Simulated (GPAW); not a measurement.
# Ti K-edge XANES of TiAu (Pm-3m), part 2 of 2

What does one-electron theory with a core hole give for the Ti K edge of TiAu (Pm-3m)?

GPAW 26.7.0; X-ray absorption from dipole matrix elements to empty bands, plane-wave PAW LDA.

So far. Step 5 (Spectrum with XCH, Ti atom 2): The total-energy difference is 4970.15 eV. One term is added: -22.68 eV, since the hole is spin-paired here and a spin-polarised one costs that much less in the free atom (computed apart). The photon energy is then 4947.47 eV. The tabulated edge of the element is 4966 eV. The functional leaves an error in such absolute values: in the free atom LDA prices this hole 13.2 eV below PBE (computed apart), and PBE is itself good to a few eV.

## Step 8: Spectrum with XCH, Ti atom 2

A test of how far the result depends on this setting.

Changed against the first core-hole run: cutoff (eV) to 300.

xas.py reads:

```python
import numpy as np
from ase import Atoms
from ase.parallel import parprint, paropen
from gpaw import GPAW, PW, FermiDirac, Mixer, MixerDif, setup_paths
from gpaw.test import gen
setup_paths.insert(0, '.')
gen('Ti', name='fch1s', xcname='LDA', corehole=(1, 0, 1), write_xml=True)
from gpaw.mpi import world
world.barrier()

atoms = Atoms('Au4Ti4',
    cell=[[3.254, 3.254, 3.254],
     [-3.254, 3.254, -3.254],
     [-3.254, -3.254, 3.254]],
    scaled_positions=[[0, 0, 0],
     [0, 0.5, 0.5],
     [0.5, 0, 0.5],
     [0.5, 0.5, 0],
     [0.5, 0, 0],
     [0.5, 0.5, 0.5],
     [0, 0, 0.5],
     [0, 0.5, 0]],
    pbc=True)
atoms.calc = calc = GPAW(legacy_gpaw=True, mode=PW(300, force_complex_dtype=True), xc='LDA', setups={4: 'fch1s'},
    kpts={'size': (5, 5, 5), 'gamma': True}, occupations=FermiDirac(0.1),
    charge=-1, mixer=Mixer(0.1, 5, 50), maxiter=150,
    convergence={'density': 0.0001, 'eigenstates': 1e-6}, txt='scf.txt')
energy = atoms.get_potential_energy() + calc.get_reference_energy()
ef = calc.get_fermi_level()
out = dict(energy=energy, fermi=ef, forces=atoms.get_forces().tolist())
parprint(f'all-electron energy {energy:.4f} eV, Fermi level {ef:.4f} eV')
ev = np.array([[calc.get_eigenvalues(k, s) for k in range(len(calc.get_ibz_k_points()))] for s in range(calc.get_number_of_spins())])
out['homo'], out['lumo'], out['counts'] = ev[ev < ef].max(), ev[ev > ef].min(), sorted(set((ev < ef).sum((0, 2)).tolist()))
out['filled'] = (ev[:, 0] < ef).sum(1).tolist()

from ase.units import Ha
from gpaw.xas import dipole_matrix_elements
nb = int(calc.get_number_of_electrons() / 2) + 105
top, nb = nb, nb + 8 + nb // 12
nscf = calc.fixed_density(kpts={'size': (6, 6, 6), 'gamma': True}, nbands=nb,
    convergence={'bands': top, 'eigenstates': 5e-3}, maxiter=60, txt='nscf.txt')
cell = atoms.cell.array
ops = [cell.T @ U.T @ np.linalg.inv(cell.T) for U in nscf.wfs.kd.symmetry.op_scc]
E = np.arange(-6, 34, 0.1)
fwhm = np.interp(E, [4, 25], [0.94, 3.5])
Y, X, zero, highest = 0, 0, 1e9, 1e9
for spin in range(nscf.get_number_of_spins()):
    wfs = nscf.wfs
    mine = wfs.bd.get_slice()  # this rank's bands
    A = dipole_matrix_elements(wfs.setups[4])
    eps = np.zeros((wfs.kd.nibzkpts, nb))
    d = np.zeros((3, A.shape[1], wfs.kd.nibzkpts, nb), complex)
    for kpt in wfs.kpt_u:
        if kpt.s == spin and 4 in kpt.P_ani:
            eps[kpt.k, mine] = kpt.eps_n * Ha
            d[:, :, kpt.k, mine] = (kpt.weight * wfs.nspins / 2) ** 0.5 * np.inner(A, kpt.P_ani[4])
    world.sum(eps)
    world.sum(d)
    T = np.einsum('amkn,bmkn->abkn', d, d.conj()).real
    T = sum(np.einsum('ai,ijkn,bj->abkn', R, T, R) for R in ops) / len(ops)
    empty = eps > ef
    zero, highest = min(zero, eps[empty].min()), min(highest, eps[:, top - 1].min())
    lines = [(eps, T, empty)] if spin == 0 else lines + [(eps, T, empty)]
for eps, T, empty in lines:
    f = np.einsum('aakn->akn', T).reshape(3, -1)
    x = eps.ravel() - zero
    w = np.interp(x, E, fwhm) / 2.35482
    g = np.exp(-0.5 * ((E[:, None] - x) / w) ** 2) / (w * (2 * np.pi) ** 0.5)
    Y = Y + (f * empty.ravel()) @ g.T
    X = X + (f * ~empty.ravel()) @ g.T
out.update(E=E.round(2).tolist(), xas=Y.tolist(), xes=X.tolist(), zero=zero, valid=highest - zero, nk=len(eps), nb=nb)
for i in range(0, len(E), 10):
    parprint(f'{E[i]:7.2f}', *(f'{v:10.3e}' for v in Y[:, i]))
import json
with paropen('out.json', 'w') as f:
    json.dump(out, f)
```

Run with:

```
$ OMP_NUM_THREADS=1 mpirun -n 4 gpaw python xas.py
```

Elapsed: 50 s, on 4 MPI ranks of Intel Xeon Platinum 8488C (Sapphire Rapids), shared host; peak memory 0.32 GiB; 3.3 min of CPU time.

| E (eV) | first run | this run |
| --- | --- | --- |
| -2.0 | 0.00 | 0.00 |
| -1.0 | 0.01 | 0.01 |
| 0.0 | 0.40 | 0.40 |
| 1.0 | 0.20 | 0.21 |
| 2.0 | 0.21 | 0.21 |
| 3.0 | 0.56 | 0.57 |
| 4.0 | 0.60 | 0.61 |
| 5.0 | 0.54 | 0.55 |
| 6.0 | 0.61 | 0.62 |
| 7.0 | 0.77 | 0.78 |
| 8.0 | 0.98 | 0.99 |
| 9.0 | 1.04 | 1.04 |
| 10.0 | 1.15 | 1.15 |
| 11.0 | 1.26 | 1.27 |
| 12.0 | 1.32 | 1.32 |
| 13.0 | 1.47 | 1.47 |
| 14.0 | 1.57 | 1.57 |
| 15.0 | 1.81 | 1.80 |
| 16.0 | 1.83 | 1.82 |
| 17.0 | 1.47 | 1.46 |
| 18.0 | 1.04 | 1.03 |
| 19.0 | 0.83 | 0.82 |
| 20.0 | 0.82 | 0.80 |
| 21.0 | 0.90 | 0.89 |
| 22.0 | 0.99 | 0.97 |
| 23.0 | 0.96 | 0.95 |
| 24.0 | 0.85 | 0.83 |
| 25.0 | 0.74 | 0.72 |
| 26.0 | 0.71 | 0.70 |
| 27.0 | 0.77 | 0.75 |
| 28.0 | 0.85 | 0.83 |
| 29.0 | 0.90 | 0.88 |
| 30.0 | 0.90 | 0.87 |
| 31.0 | 0.87 | 0.84 |
| 32.0 | 0.86 | 0.83 |

The scaled spectrum changes by 1 % r.m.s. The highest intensity below 24 eV stays at 15.5 eV.

The photon energy of the zero moves by +0.09 eV.

## Step 9: With and without the hole

Both curves are counted from their own zero, so only the shift of weight within the empty states shows.

| E (eV) | no hole | XCH |
| --- | --- | --- |
| -2.0 | 0.00 | 0.00 |
| -1.0 | 0.01 | 0.01 |
| 0.0 | 0.50 | 0.40 |
| 1.0 | 0.27 | 0.20 |
| 2.0 | 0.25 | 0.21 |
| 3.0 | 0.51 | 0.56 |
| 4.0 | 0.57 | 0.60 |
| 5.0 | 0.59 | 0.54 |
| 6.0 | 0.60 | 0.61 |
| 7.0 | 0.74 | 0.77 |
| 8.0 | 0.98 | 0.98 |
| 9.0 | 1.00 | 1.04 |
| 10.0 | 1.14 | 1.15 |
| 11.0 | 1.14 | 1.26 |
| 12.0 | 1.28 | 1.32 |
| 13.0 | 1.44 | 1.47 |
| 14.0 | 1.48 | 1.57 |
| 15.0 | 1.73 | 1.81 |
| 16.0 | 1.94 | 1.83 |
| 17.0 | 1.56 | 1.47 |
| 18.0 | 1.08 | 1.04 |
| 19.0 | 0.90 | 0.83 |
| 20.0 | 0.86 | 0.82 |
| 21.0 | 0.91 | 0.90 |
| 22.0 | 0.98 | 0.99 |
| 23.0 | 0.99 | 0.96 |
| 24.0 | 0.89 | 0.85 |
| 25.0 | 0.76 | 0.74 |
| 26.0 | 0.71 | 0.71 |
| 27.0 | 0.77 | 0.77 |
| 28.0 | 0.86 | 0.85 |
| 29.0 | 0.90 | 0.90 |
| 30.0 | 0.89 | 0.90 |
| 31.0 | 0.88 | 0.87 |
| 32.0 | 0.88 | 0.86 |

With each curve scaled to its own mean, the area from −2 to 6 eV with the hole is 2.8 against 3.0, and the centre of weight from −1 to 20 eV moves by +0.0 eV (first and strongest maxima below 20 eV: 0.3 eV (0.58), 4.7 eV (0.60) and 15.9 eV (1.94) without the hole, 0.3 eV (0.47), 3.7 eV (0.61) and 15.5 eV (1.88) with it), a small effect on these measures.

## Step 10: Results

* absorber and edge: Ti K, atom 2 of the ground-state input (counted from 1)
* surroundings: 8 Au at 2.82 Å and 6 Ti at 3.25 Å (cube and octahedron, as in bcc, site symmetry m-3m)
* highest intensity below 24 eV: 15.5 eV above the zero, height 1.88
* photon energy of the zero, with the added terms: 4947.5 eV (raw 4970.2 eV; LDA puts this hole about 13 eV below PBE, itself good to a few eV)

What this shows: The Ti K edge of atom 2, with 8 Au at 2.82 Å and 6 Ti at 3.25 Å (cube and octahedron, as in bcc, site symmetry m-3m), has its highest intensity of the first 24 eV at 15.5 eV above the zero, near 4963 eV in photon energy (LDA puts this hole about 13 eV below PBE, itself good to a few eV), 1.9 times the mean level of the first 20 eV (Gaussian full width 0.94 eV up to 4 eV, rising linearly to 3.5 eV at 25 eV). With each curve scaled to its own mean, the area from −2 to 6 eV with the hole is 2.8 against 3.0, and the centre of weight from −1 to 20 eV moves by +0.0 eV (first and strongest maxima below 20 eV: 0.3 eV (0.58), 4.7 eV (0.60) and 15.9 eV (1.94) without the hole, 0.3 eV (0.47), 3.7 eV (0.61) and 15.5 eV (1.88) with it), a small effect on these measures. Changing the core hole to FCH alters the shape by 3 % r.m.s., so the result is insensitive to this choice. Changing the cutoff (eV) to 300 alters the shape by 1 % r.m.s., so this setting is converged. The strongest dipole feature below the main edge lies at 3.7 eV (height 0.61); the site has an inversion centre, so it comes from p states mixed with the neighbours' empty states, not from local p–d mixing. Quadrupole 1s→3d transitions, which feed the pre-edge, are not in the dipole spectrum. The holes are only 5.6 Å apart, so the shape is probably not converged with cell size; no larger cell was run here. The mesh is coarse (0.23 Å⁻¹ between points), so small maxima may be mesh ripples. Lifetime broadening is put in by hand, and intensities beyond about 20 eV depend on it and on the partial waves. The structure is a published determination, not relaxed.

[Logs are printed without paths, hosts, clocks, repeated set-up lines and the standing remarks that a program may print on its own settings, such as how far it seeks lower states.]

[Hosts, paths, dates, database ids (printed as entryN), source tags and the programs' standing remarks are cut or masked in the printed files.]

[Lists of maxima count a maximum above −3 eV only where it reaches 4 % of the highest in the window and stands out from its surroundings by 2 % of it (1.5 % where it reaches 55 %); shoulders and weaker maxima are passed over, and of the rest the first, up to two pre-edge ones and the few strongest are named.]
